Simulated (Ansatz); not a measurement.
In doubt: masses and optical values from hybrid runs of this build are listed as unsure, which bears on the screening that GW takes from such a start.

Rows from a G0W0 calculation on SiO2 (Quartz) (Ansatz 0.2.0; G0W0 on HSE06, plane waves, PAW; 6×6×4 mesh, 257 empty bands, screening to 100 eV), in eV. Spin-orbit coupling is left out.

| row | k | band | start | Σx | Σc at the solution | Vxc |
| --- | --- | --- | --- | --- | --- | --- |
| A | Γ | c1 | 9.025 | -7.189 | -3.150 | -11.281 |
| B | (0.333, 0.333, 0.000) | v2 | 0.728 | -26.608 | 3.847 | -21.937 |
| C | Γ | v1 | 0.868 | -26.369 | 3.799 | -21.738 |
| D | Γ | c2 | 12.461 | -6.094 | -3.487 | -10.752 |
| E | (0.333, 0.333, 0.000) | v1 | 1.195 | -26.852 | 3.818 | -22.257 |
| F | (0.333, 0.333, 0.000) | c1 | 12.101 | -7.656 | -3.362 | -12.233 |

Q: Give the quasiparticle energies and the shift of each level.

The quasiparticle equation reads E = start + Σx + Σc(E) − Vxc.

| row | E (eV) | shift (eV) |
| --- | --- | --- |
| A | 9.968 | +0.943 |
| B | -0.097 | −0.825 |
| C | 0.036 | −0.832 |
| D | 13.632 | +1.171 |
| E | 0.418 | −0.777 |
| F | 13.317 | +1.215 |

The gap over the computed points goes from 7.83 eV to 9.55 eV.

Limits: not at the basis limit.

[Runs of the session that timed out or met a known fault of the program may be left out.]

[Cells called generated may have been cut or substituted from an entry of the Crystallography Open Database or the Materials Project.]

[Hosts, paths, dates, database ids (printed as entryN), source tags and the programs' standing remarks are cut or masked in the printed files.]
